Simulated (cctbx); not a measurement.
# Which space group?

Cell: a = 9.5220 Å, b = 9.5740 Å, c = 18.3310 Å, α = 90.00°, β = 90.00°, γ = 90.00°. Expected content of the cell: Ba16 Cu8 V8 S32 O4.

Simulated single-crystal data (cctbx): Ag Kα, λ = 0.56087 Å, to d = 0.75 Å, 70 % of the full sphere, strongest reflection 40000 counts, noise from counting, a 3 % proportional error and a noise floor of 4 counts (s.d.); no absorption.

A first pass over the reflections prints:

```text
11588 reflections to d = 0.750 A
centring   violations  <I/sigma> of those
    A          0 of  5819      0.0
    B          0 of  5812     -0.0
    C          0 of  5823      0.0
    I       1021 of  5802      2.4
    R       1584 of  7667      4.0
    F          0 of  8727      0.0
Laue class    unique    Rint  (classes that these axes allow; Friedel mates merged)
F m m m           597   0.026
space group    extra absences  I>4sigma  <I/sigma>
F 2 2 2                 0          0         -  acentric
F m m 2                 0          0         -  acentric
F 2 m m                 0          0         -  acentric
F m 2 m                 0          0         -  acentric
F m m m                 0          0         -  centric
Wilson B = 0.21 A^2   <|E^2-1|> = 0.991 (0.968 centric, 0.736 acentric)   E^2>4: 3.2 %
shell (A)         n   <I/sigma>
 9.17 - 1.50     87     32.4
 1.50 - 1.19     75     35.1
 1.19 - 1.04     76     32.9
 1.04 - 0.95     67     31.5
 0.95 - 0.88     77     32.9
 0.88 - 0.83     74     31.3
 0.83 - 0.78     71     30.4
 0.78 - 0.75     70     34.4
```

Q: Read the symmetry from these tables.

The reflections that A, B, C and F centring forbids are absent (⟨I/σ⟩ near 0), so the lattice is F. F holds A, B and C together.

Only F m m m fits these axes (Rint 0.026); a search for a hidden higher lattice was not made.

5 settings pass the absence test. No glide or screw absences show, which leaves F 2 2 2, F m m 2, F 2 m m, F m 2 m and F m m m.

⟨|E²−1|⟩ = 0.991 leans to a centrosymmetric structure. The Wilson B of 0.21 Å² means U ≈ 0.0027 Å².

The true group is Fmmm (no. 69), Laue class mmm, centrosymmetric. The tables only narrow the choice to the tied entries; cell content, site symmetry and trial solutions must settle it.

The model is made up (kin elements in a known structure type, no relaxation), so it says nothing on whether the phase exists.

[Logs are printed without paths, hosts, clocks, repeated set-up lines and the standing remarks that a program may print on its own settings, such as how far it seeks lower states.]
